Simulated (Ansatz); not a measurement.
# GaP: optical spectrum from first principles

Wanted: where GaP starts to absorb, how strongly, and its refractive index.

Main program and level: Ansatz 0.2.0; DFT, PBE, plane-wave PAW, default files, scalar-relativistic, independent-particle optical response without local fields.

## Step 1: Set-up

The structure is cubic, space group F-43m (No. 216). The conventional cell has a = 5.451 Å, b = 5.451 Å, c = 5.451 Å, α = 90.00°, β = 90.00°, γ = 90.00°. Nearest to Ga lie 4 P at 2.36 Å. Nearest to P lie 4 Ga at 2.36 Å. Farther neighbours are not listed.

Structure file:

```cif
data_structure
_symmetry_space_group_name_H-M 'F-43m'
_symmetry_Int_Tables_number 216
_cell_length_a 5.4505
_cell_length_b 5.4505
_cell_length_c 5.4505
_cell_angle_alpha 90.000
_cell_angle_beta 90.000
_cell_angle_gamma 90.000
_cell_volume 161.92
loop_
_atom_site_label
_atom_site_type_symbol
_atom_site_symmetry_multiplicity
_atom_site_Wyckoff_symbol
_atom_site_fract_x
_atom_site_fract_y
_atom_site_fract_z
_atom_site_occupancy
Ga1 Ga 4 a 0.00000 0.00000 0.00000 1
P1 P 4 c 0.25000 0.25000 0.25000 1
```

## Step 2: Ground state and bands

First the ground state: is it a metal or has it a gap?

This step: DFT, PBE, plane-wave PAW, default files, scalar-relativistic, ground state (Ansatz 0.2.0).

The input, input.yaml:

```yaml
crystal:
  lattice:
    - [0.0, 2.72525, 2.72525]
    - [2.72525, 0.0, 2.72525]
    - [2.72525, 2.72525, 0.0]
  atoms:
    - { symbol: Ga, position: [0.0, 0.0, 0.0] }
    - { symbol: P, position: [0.75, 0.75, 0.75] }
kpoints:
  mp_grid: { grid: [7, 7, 7] }
  band_path:
    path:
      - [[0.0, 0.0, 0.0], [0.5, 0.0, 0.5], [0.5, 0.25, 0.75], [0.375, 0.375, 0.75], [0.0, 0.0, 0.0], [0.5, 0.5, 0.5], [0.625, 0.25, 0.625], [0.5, 0.25, 0.75], [0.5, 0.5, 0.5], [0.375, 0.375, 0.75]]
      - [[0.625, 0.25, 0.625], [0.5, 0.0, 0.5]]
    npoints: 6
scf:
  occupations: { method: fermi_dirac, width: 0.05 }
  n_extra_bands: 6
hamiltonian:
  xc: pbe
  pseudopotentials: { kind: paw }
output:
  forces: true
  stress: true
  populations: true
  write_bands: true
  write_density: true
  write_potential: true
  elf: true
  volumetric_format: npy
```

Started as:

```console
ansatz run input.yaml --threads 4 --pin off --max-ram 8192MiB --backend cpu --events-out ev --progress --plain --runs-dir out
```

Numbers of over 12 decimals in the logs are rounded to 6 here.

The log of the run:

```text
scf.n_extra_bands = 6 over 9 filled bands (N_el = 18.0): the run solves 15 bands
Engine: ansatz 0.2.0, x86_64-unknown-linux-gnu
Pseudopotentials: kind: paw
Pseudopotential: Ga, paw, valence charge 13, recommended cutoff 420 eV (normal), Ga.paw.azcp
Pseudopotential: P, paw, valence charge 5, recommended cutoff 420 eV (normal), P.paw.azcp
Functional definition: PBE
  parameter kappa = 0.804
  parameter beta = 0.066725
  exchange = pbe_x(kappa = kappa, mu = beta*pi^2/3)
  correlation = pbe_c(beta = beta)
Crystal: 2 atoms, lattice volume = 40.481 Å³
Basis set: ecut = 420 eV, 749 PW (Γ), exchange–correlation on 54×54×54 points (8 copies of the dense FFT grid, shifted against one another)
Bands: 15, of which v1, the nominal top of the filled ones, is band 9 counted from 1 (8 counted from 0)
Symmetry: 24 space group operations
Space group: F-43m (ITA 216), of the structure as read, at distance tolerance 3.4e-5 Å
k-points: 20 of 343 (time reversal used)
Non-local potential: Ga, projectors of the file, l = 0: 2, l = 1: 2, l = 2: 3, l = 3: 1
Non-local potential: P, projectors of the file, l = 0: 2, l = 1: 2, l = 2: 2
PAW form: soft (Blöchl's): semilocal exchange-correlation on the pseudo side does not see the compensation charge
PAW one-centre angular grid: Ga, 590 points (default); XC on 64 Gauss nodes
PAW one-centre angular grid: P, 110 points (default); XC on 64 Gauss nodes
Initial density: superposition of atomic densities (neutral atoms: chi_scale 0, normalization atom), corrected by the library's trained network
Initial wavefunctions: pseudopotential atomic-orbital guess
Functional: x = pbe(κ = 0.804, μ = 0.219515), c = pbe(β = 0.066725)
SCF iter   1: F=—  HF=-4539.545079 eV  |F-HF|=—  |Δ(HF+E_count)|=         —  Δρ=1.90e-3  dr2=1.48e-3  ethr=1.77e-3  ⟨swp⟩=6.2  Hψ=1904  notcnv=0  defer=1
preconditioner: auto → none  [insulator: Δε(μ)=1.580 eV  Ē_g=17.205 eV  σ=0.050 eV  W_gap=1.00  n_scr=14 (ndim 8)  ℏωp=24.8 eV  f_vac=0.011  D(μ)=0.00/eV (n_scr^D=0)  ε∞_Penn≈3.1]
SCF iter   2: F=—  HF=-4539.544646 eV  |F-HF|=—  |Δ(HF+E_count)|=   4.33e-4  Δρ=1.82e-3  dr2=8.53e-4  ethr=8.20e-6  ⟨swp⟩=2.2  Hψ=682  notcnv=0  defer=18
SCF iter   3: F=—  HF=-4539.544191 eV  |F-HF|=—  |Δ(HF+E_count)|=   4.55e-4  Δρ=7.51e-4  dr2=1.45e-4  ethr=4.74e-6  ⟨swp⟩=2.0  Hψ=380  notcnv=0  defer=18
SCF iter   4: F=—  HF=-4539.544224 eV  |F-HF|=—  |Δ(HF+E_count)|=   3.34e-5  Δρ=3.43e-4  dr2=2.42e-5  ethr=8.04e-7  ⟨swp⟩=2.0  Hψ=454  notcnv=0  defer=18
SCF iter   5: F=—  HF=-4539.544218 eV  |F-HF|=—  |Δ(HF+E_count)|=   6.12e-6  Δρ=9.95e-5  dr2=3.08e-6  ethr=1.34e-7  ⟨swp⟩=2.0  Hψ=432  notcnv=0  defer=18
SCF iter   6: F=—  HF=-4539.544218 eV  |F-HF|=—  |Δ(HF+E_count)|=   3.50e-7  Δρ=6.26e-5  dr2=7.90e-7  ethr=1.71e-8  ⟨swp⟩=2.9  Hψ=466  notcnv=0  defer=18
SCF iter   7: F=-4539.544218 eV  HF=-4539.544218 eV  |F-HF|=5.56e-8  |Δ(HF+E_count)|=   2.83e-7  Δρ=1.55e-5  dr2=4.59e-8  ethr=5.56e-10  ⟨swp⟩=12.8  Hψ=2378  notcnv=0
SCF 1 converged in 7 iterations: F = -4539.544218 eV  dr2 = 4.59e-8
  greatest PAW one-centre occupation: 0.994 electrons in one spin orbital (limit 2), on the Ga atom at site 0 (counted from 0), in its partial waves of l = 2
NSCF: frozen V_eff on 62 k-points
SCF converged after 7 iterations
Free energy (F): -4539.544218 eV
Harris-Foulkes:  -4539.544218 eV  (|F-HF|=5.56e-8)
Internal energy: -4539.544218 eV  (E = F + TS)
E sigma→0 (E₀):  -4539.544218 eV
Fermi energy:    7.863518 eV
--- Per-component energies (eV) ---
  E_band       = -58.210604
  E_kinetic    = 186.331563
  E_local      = -2200.483562  (includes V_loc(G=0)·N_el)
  E_nonlocal   = 458.841738
  E_hartree    = 1017.572002
  E_xc         = -130.787491
  E_vxc        = -119.040425  (∫ρ·V_xc dr)
  E_paw        = -2558.373419  (= ΣΔE_a)
  E_vpaw       = -418.991144  (= ΣTr[D̂ρ^β])
  E_aug_tail   = -0.000104  (compensation charges beyond the density's cutoff)
  E_ewald      = -1312.644944
  E_smearing   = -0.000000  (= −TS)
  E_closure    = 0.000000  (closes the sum)
  Σ components = -4539.544218   (vs F -4539.544218, Δ=0.00e0)
--- Forces (eV/Å), atoms counted from 1 ---
  atom   1  Ga    -0.00000000     0.00000000    -0.00000000
  atom   2  P      0.00000000    -0.00000000     0.00000000
  max |Σ_I F_I| component: 5.55e-17 eV/Å
--- Stress (GPa, compression-positive) ---
        2.509852       0.000000      -0.000000
        0.000000       2.509852       0.000000
       -0.000000       0.000000       2.509852
  P = ⅓ Tr σ = 2.5099 GPa (25.099 kbar)
--- Band table (eV; the first three rows and the last of 20) ---
  k-point 0: bands = [... 5 lower, -5.4049, 7.0878, 7.0878, 7.0878, 8.9157, 10.9716, 10.9716, 10.9716, ... 2 higher]
  k-point 1: bands = [... 5 lower, -5.1415, 5.1360, 6.7992, 6.7992, 9.5383, 11.4059, 11.4059, 11.7779, ... 2 higher]
  k-point 2: bands = [... 5 lower, -4.4115, 2.6147, 6.3116, 6.3116, 9.1262, 11.8835, 11.8835, 14.0040, ... 2 higher]
  k-point 19: bands = [... 5 lower, -2.4563, 0.6014, 3.2078, 4.2913, 10.6250, 12.4021, 13.4390, 14.1338, ... 2 higher]
--- Löwdin populations: 2 sites ---
  site symbol       q [e]
     0     Ga     12.9488
     1      P      5.0004
  spilling = 0.002822 (of n_electrons = 18.000000)
```

It took 7 s on 4 threads of AMD EPYC 7R13 (Zen 3), shared host; peak memory 0.46 GiB; 4 s of CPU time.

The column dr2 measures how far the density is from self-consistency, as an energy; F and HF (Harris–Foulkes) agree once it is small.

This step gave:

```
free energy                  : -4539.5442 eV
Fermi energy                 : 7.864 eV
gap by band count            : 1.591 eV
electrons                    : 18
symmetry operations          : 24
pressure                     : 2.510 GPa
volume                       : 40.48 Å³
gap on the path              : 1.592 eV
least direct gap on the path : 1.828 eV
```

There is a gap, 1.59 eV on the path, so no carriers' term is needed. The cell is left with a pressure of 2.5 GPa, as it stands unrelaxed at this level.

Electronic bands along the path, in eV, zero at the Fermi level; v1 is the highest filled band, c1 the lowest empty one:

```csv
point,v4,v3,v2,v1,c1,c2,c3,c4
Γ,-13.27,-0.78,-0.78,-0.78,1.05,3.11,3.11,3.11
halfway,-12.23,-4.45,-2.46,-2.46,1.41,2.94,5.96,5.96
X,-10.30,-7.53,-3.46,-3.46,0.88,1.05,9.80,9.80
halfway,-10.26,-7.43,-3.94,-3.87,1.99,2.17,7.71,7.80
W,-10.21,-7.33,-4.35,-4.20,3.92,4.09,5.33,5.37
halfway,-10.28,-7.32,-4.60,-3.58,2.39,4.08,6.19,6.57
K,-10.34,-7.32,-4.71,-3.03,1.41,4.02,7.45,7.48
halfway,-12.13,-5.02,-3.22,-1.44,2.51,4.21,4.22,5.09
Γ,-13.27,-0.78,-0.78,-0.78,1.05,3.11,3.11,3.11
halfway,-12.49,-4.65,-1.44,-1.44,1.38,3.96,3.96,5.57
L,-11.20,-7.41,-1.89,-1.89,0.90,3.94,3.94,7.50
halfway,-10.89,-7.23,-3.74,-2.39,2.00,4.12,5.17,7.02
U,-10.34,-7.32,-4.71,-3.03,1.41,4.02,7.45,7.48
halfway,-10.28,-7.32,-4.60,-3.58,2.39,4.08,6.19,6.57
W,-10.21,-7.33,-4.35,-4.20,3.92,4.09,5.33,5.37
halfway,-10.80,-7.19,-3.97,-2.71,2.68,3.52,5.67,7.13
L,-11.20,-7.41,-1.89,-1.89,0.90,3.94,3.94,7.50
halfway,-10.89,-7.23,-3.74,-2.39,2.00,4.12,5.17,7.02
K,-10.34,-7.32,-4.71,-3.03,1.41,4.02,7.45,7.48
jump to U,-10.34,-7.32,-4.71,-3.03,1.41,4.02,7.45,7.48
halfway,-10.28,-7.48,-4.01,-3.35,1.07,1.98,8.74,8.88
X,-10.30,-7.53,-3.46,-3.46,0.88,1.05,9.80,9.80
```

The electronic bands as a text plot (rows in eV, shown from -8.8 to 6.8 only):

```
    6.5 |  ++       +  +  +                  ++ +           +
    5.8 |    +       ++   +           +      +   + +++      +
    5.2 |             +   +++++             +     ++       +
    4.5 |  ++                +++    ++     + ++       +   + +
    3.9 |            +++++   +++++  +++++++++  ++++++  +++++ +
    3.2 |+++++       +         +++++             + ++++       +
    2.6 | +         +  +   ++++                      +
    1.9 | +++ ++          +    +++  ++     +++  +     +   +++  +
    1.3 |+   +++++++    ++        ++  ++  +   ++       + +   ++++
    0.6 |       ++                      ++              +       +
    0.0 |
   -0.7 |*                      ****
   -1.3 | *                  *****  ***
   -2.0 | ***              **  *** *   *****          *****
   -2.6 |    *            *                 ***      * *   **
   -3.3 |  ** *****    ***   ***    **     *   **   * *   *  ****
   -3.9 |          ****    **               *    *** *     *   *
   -4.6 |    *       ******           *      ********       ***
   -5.2 |                    **
   -5.9 |     **                       *
   -6.5 |                  **
   -7.2 |       *   *******             ***********************
   -7.8 |        ***                                           **
   -8.5 |
         Γ       X    W  K        Γ      L     U  W     L   K|U X
```

Electrostatic potential energy in the ac plane of a cell with a along [110], b along [-110] and c along [001] of the cube at fractional y = 0.000, with atoms of Ga and P within 0.2 Å of it. With pseudopotentials it is smooth inside the atoms' cores, unlike the true potential.

Values in eV, 8 rows by 16 columns, each cell a mean:
```
-15 -10   5  10  10   7  -4 -14 -15 -10   5  10  10   7  -4 -14
  2   6   9  10  11  10   7   3   2   6   9  10  11  10   7   3
 10  11  11  11  11  11  11  10  10  11  11  11  11  11  11  10
 11  11  11  10  10  10  11  11  11  11  11  10  10  10  11  11
 11  10   6  -2  -4   4   9  11  11  10   6  -2  -4   4   9  11
 10   8 -10 -46 -51 -24   5   9  10   8 -10 -46 -51 -24   5   9
 -3   2  -6 -37 -43 -17   2  -2  -3   2  -6 -37 -43 -17   2  -2
-15 -12   3   4   3   4  -7 -15 -15 -12   3   4   3   4  -7 -15
```

Valence density in the ac plane of a cell with a along [110], b along [-110] and c along [001] of the cube at fractional y = 0.000, with atoms of Ga and P within 0.2 Å of it. It is the smooth field of the valence electrons, not physical close to the nuclei.

Ten steps, logarithmic in the rise over the least value, from '0' (0 e/Å³) to '9' (35 e/Å³), each cell a mean:
```
8520000013785200000137
4210000001342100000013
1100000000111000000001
0000000000000000000000
0000000000000000000000
0000000000000000000000
0000000000000000000000
0000000000000000000000
0001111100000011111000
0001222110000012221100
0012101210000121012100
0112201211001122012110
2112222221221122222212
6421111112564211111125
9621111114896211111148
```

## Step 3: Spectrum

With the density converged, the vertical transitions are summed over the zone.

This step: DFT, PBE, plane-wave PAW, default files, scalar-relativistic, independent-particle optical response without local fields (Ansatz 0.2.0).

input.yaml, the sections that differ from step 2:

```yaml
kpoints:
  mp_grid: { grid: [7, 7, 7] }
scf:
  occupations: { method: fixed }
output:
  optics:
    e_range: [0, 20]
    de: 0.05
    sigma: 0.15
    nscf_kmesh: { grid: [8, 8, 8] }
    bands: { spectra_wanted_up_to: 20 }
# crystal, hamiltonian: as in step 2
```

The log of the run:

```text
[...]
Crystal: 2 atoms, lattice volume = 40.481 Å³
Basis set: ecut = 420 eV, 749 PW (Γ)
Bands: 13, of which v1, the nominal top of the filled ones, is band 9 counted from 1 (8 counted from 0)
Symmetry: 24 space group operations
[...]
k-points: 20 of 343 (time reversal used)
[...]
SCF iter   1: F=—  HF=-4539.545163 eV  |F-HF|=—  |Δ(HF+E_count)|=         —  Δρ=1.51e-3  dr2=1.18e-3  ethr=1.77e-3  ⟨swp⟩=5.0  Hψ=1374  notcnv=0  defer=35
[...]
SCF iter   9: F=-4539.544212 eV  HF=-4539.544212 eV  |F-HF|=1.00e-11  |Δ(HF+E_count)|=  1.91e-11  Δρ=2.03e-7  dr2=7.82e-12  ethr=1.00e-12  ⟨swp⟩=6.3  Hψ=1352  notcnv=0
SCF 1 converged in 9 iterations: F = -4539.544212 eV  dr2 = 7.82e-12
[...]
NSCF: frozen V_eff on 29 k-points
output.optics: what the bands over the 30 summed would add to eps1, eps2 and the energy-loss function is held between a lower and an upper bound (7 Lanczos steps). eps1, eps2 and their loss function (loss_summed_bands) are given on every row as the summed bands alone make them. Along an axis, on a row where the two bounds hold the loss function to about 1 % of the greater of itself and 0.5 % of |1/eps|, its cell (loss_completed) is given, with the completed eps1 and eps2 that it is formed of (a cell that is left empty reads nan in the table and null in the record). The two bounds hold it so along every axis on all 401 rows up to 20.000 eV. [rest of the remark cut]
SCF converged after 9 iterations
Free energy (F): -4539.544212 eV
[...]
Internal energy: -4539.544212 eV  (E = F + TS)
E sigma→0 (E₀):  -4539.544212 eV
Fermi energy:    7.087828 eV
[...]
--- Band table (eV; the first three rows and the last of 20) ---
  k-point 0: bands = [... 5 lower, -5.4049, 7.0878, 7.0878, 7.0878, 8.9157, 10.9716, 10.9716, 10.9716]
  k-point 1: bands = [... 5 lower, -5.1414, 5.1360, 6.7992, 6.7992, 9.5384, 11.4059, 11.4059, 11.7779]
  k-point 2: bands = [... 5 lower, -4.4115, 2.6147, 6.3116, 6.3116, 9.1263, 11.8835, 11.8835, 14.0040]
  k-point 19: bands = [... 5 lower, -2.4562, 0.6014, 3.2078, 4.2914, 10.6250, 12.4021, 13.4391, 14.1338]
```

It took 3.5 s on 4 threads; peak memory 0.61 GiB.

Read-outs, printed or worked out from the files:

| Item | Value |
| --- | --- |
| electronic dielectric constant ε∞, mean over x, y and z (by symmetry where fewer were run) | 10.90 |
| absorption onset, first axis (α over 10⁴ cm⁻¹, or the direct gap if that lies higher) | 1.906 eV |
| main peak of Im epsilon, first axis | 4.480 eV |
| centre of weight of the strongest loss peak in the window | 15.98 eV |
| photocurrent from vertical transitions in a film 500 nm thick on a perfect mirror (two passes), AM1.5G, no front reflection, all carriers collected | 16.70 mA/cm² |
| least direct gap on the mesh | 1.828 eV |
| bands summed | 30 |
| spectra valid up to | 29.05 eV |
| program's estimate of the k-sum error in Im epsilon | 0.35 % |
| electrons in the f-sum | 8.717 |

The Im ε, any direction has structure finer than the step of the table below, so its rows give means over 1 eV, whole bins alone (the curve runs from 0 to 20 eV). Peaks (eV: height): 4.5: 37.3.

Table of Im ε, any direction by photon energy; means over each step:

```csv
photon energy (eV),"Im ε, any direction"
1,0
2,0.660
3,9.89
4,19.8
5,17.9
6,10.1
7,4.72
8,2.71
9,2.16
10,1.42
11,0.905
12,0.611
13,0.437
14,0.323
15,0.226
16,0.191
17,0.231
18,0.192
19,0.225
```

Table of Re ε, any direction by photon energy:

```csv
photon energy (eV),"Re ε, any direction"
0.0,10.9
0.5,11.0
1.0,11.6
1.5,12.6
2.0,14.7
2.5,18.6
3.0,16.9
3.5,14.2
4.0,17.1
4.5,1.65
5.0,-7.08
5.5,-3.91
6.0,-7.65
6.5,-6.33
7.0,-5.44
7.5,-4.39
8.0,-3.51
8.5,-2.59
9.0,-2.86
9.5,-2.33
10.0,-2.14
10.5,-1.85
11.0,-1.59
11.5,-1.33
12.0,-1.09
12.5,-0.902
13.0,-0.755
13.5,-0.576
14.0,-0.438
14.5,-0.337
15.0,-0.231
15.5,-0.0881
16.0,0.0260
16.5,0.112
17.0,0.183
17.5,0.169
18.0,0.240
18.5,0.318
19.0,0.330
19.5,0.333
20.0,0.398
```

Values under 1 per cm are given as 1. The absorption coefficient, any direction by photon energy:

photon energy (eV), log10 absorption coefficient, any direction (1/cm) and a bar:
```
     0.00        0.0 
     1.00        0.0 
     2.00        4.2 ####################
     3.00        5.7 ###########################
     4.00        5.9 ############################
     5.00        6.2 ##############################
     6.00        6.3 ##############################
     7.00        6.2 ##############################
     8.00        6.2 ##############################
     9.00        6.2 ##############################
    10.00        6.2 ##############################
    11.00        6.2 #############################
    12.00        6.1 #############################
    13.00        6.1 #############################
    14.00        6.0 #############################
    15.00        5.9 ############################
    16.00        5.7 ###########################
    17.00        5.6 ###########################
    18.00        5.5 ##########################
    19.00        5.6 ###########################
    20.00        5.5 ##########################
```

Reflectivity at normal incidence, any direction against photon energy; read off at these points:

```csv
photon energy (eV),"reflectivity at normal incidence, any direction (%)"
0.0,28.6
1.0,29.7
2.0,34.5
3.0,44.0
4.0,47.7
4.6,65.2
5.0,60.2
6.0,62.3
7.0,63.2
8.0,60.6
9.0,58.6
10.0,57.7
11.0,60.7
11.2,61.2
12.0,60.6
13.0,59.6
14.0,54.1
15.0,50.7
16.0,28.9
17.0,14.0
18.0,11.2
19.0,7.39
20.0,5.37
```

Refractive index n and extinction k against photon energy:

```csv
photon energy (eV),n,k
0,3.30,0
1,3.40,0
2,3.84,0.0803
3,4.38,1.53
4,4.58,1.97
5,2.11,3.40
6,1.60,3.20
7,0.914,2.50
8,0.659,1.99
9,0.596,1.79
10,0.484,1.54
11,0.345,1.31
12,0.275,1.08
13,0.237,0.900
14,0.230,0.701
15,0.217,0.528
16,0.328,0.286
17,0.486,0.230
18,0.517,0.168
19,0.615,0.218
20,0.650,0.159
```

Optical constants at common wavelengths, from n + ik = √ε:

```csv
wavelength (nm),n,k,R (%),1/α
800,3.57,0.000,31.6,429 µm
633,3.82,0.068,34.2,740 nm
532,4.09,0.156,36.9,270 nm
450,4.86,0.796,44.4,45 nm
405,4.25,1.545,43.2,21 nm
365,3.98,1.422,40.7,20 nm
193,1.22,2.823,62.2,5.4 nm
```

Rows near the edge hang on the gap, which this functional as a rule makes too small, and phonon-assisted absorption is left out.

A film 1 µm thick would pass 3 % of daylight and look orange, dark in transmission (x = 0.606, y = 0.390). A larger true gap would move the edge to shorter wavelengths and change the colour.

The first strong peak, at 4.48 eV, fits the highest filled and the lowest empty band, which run nearly parallel at that distance over 100 % of U–X; the match rests on energies alone.

The f-sum over the summed bands holds 8.7 of the cell's 18 electrons outside the frozen cores, 10 of which lie in bands more than 12 eV below the Fermi level, whose transitions come at higher energies. Up to 20 eV the strength has a mean oscillator energy of 5.1 eV, close to the main peak.

(Continued in part 2 of 2.)

[Logs are printed without paths, hosts, clocks, repeated set-up lines and the standing remarks that a program may print on its own settings, such as how far it seeks lower states.]

[Hosts, paths, dates, database ids (printed as entryN), source tags and the programs' standing remarks are cut or masked in the printed files.]
